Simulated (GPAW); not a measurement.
# Surface energy and work function of Ca(111) from slabs of 3 to 12 layers (RPBE)

How do energy and work function of Ca(111) films settle with thickness, and what surface energy follows?

How it was computed: GPAW 26.7.0, plane waves at 450 eV with PAW setups; symmetric 1×1 slabs cut at the tabulated lattice constant (two decimals; low-temperature values for the alkali metals), atoms at bulk places, 7.5 Å of vacuum on each side, one in-plane mesh for all thicknesses, Fermi-Dirac smearing of 0.1 eV. Energies are extrapolated to zero smearing and count from the program's reference atoms. Functional RPBE. The cell's area is 13.482 Å².

What came out, but for one run:

| layers | energy (eV) | work function (eV) |
| --- | --- | --- |
| 3 | −4.8213 | 2.95 |
| 4 | −6.6687 | 2.96 |
| 5 | −8.5135 | 2.95 |
| 6 | −10.3610 | 2.95 |
| 7 | −12.2064 | 2.94 |
| 8 | −14.0509 | 2.94 |
| 9 | −15.8966 | 2.94 |
| 10 | −17.7420 | 2.93 |
| 11 | −19.5860 | 2.94 |
| 12 | ? | ? |

Q: What surface energy do these runs give, and what energy and work function should the 12-layer slab have?

**Working.** A slab of n layers has E(n) = nε + 2Aγ once its middle is bulk-like. A line through n = 6 to 11 has the slope ε = −1.8451 eV a layer and the intercept 2Aγ = 0.7093 eV (r.m.s. residual 0.4 meV). So γ = 0.7093 / (2 × 13.482 Å²) = 0.0263 eV/Å² = 0.42 J/m², with a standard error of under 0.01 J/m² from the scatter about the line. For 12 layers: 0.7093 + 12 × (−1.8451) = −21.432 eV; the run gives −21.432 eV, 0.2 meV under the line. The work function has no such law: from 6 to 11 layers it moves between 2.93 and 2.95 eV (mean 2.94), and the 12-layer slab gives 2.94 eV. The thinnest slab, 3 layers, lies +0.01 eV from that mean.

**Limits.** The surfaces are unrelaxed, so γ is an upper bound for this functional and lattice constant. The tabulated lattice constant isn't the functional's own, which strains the slab a little.
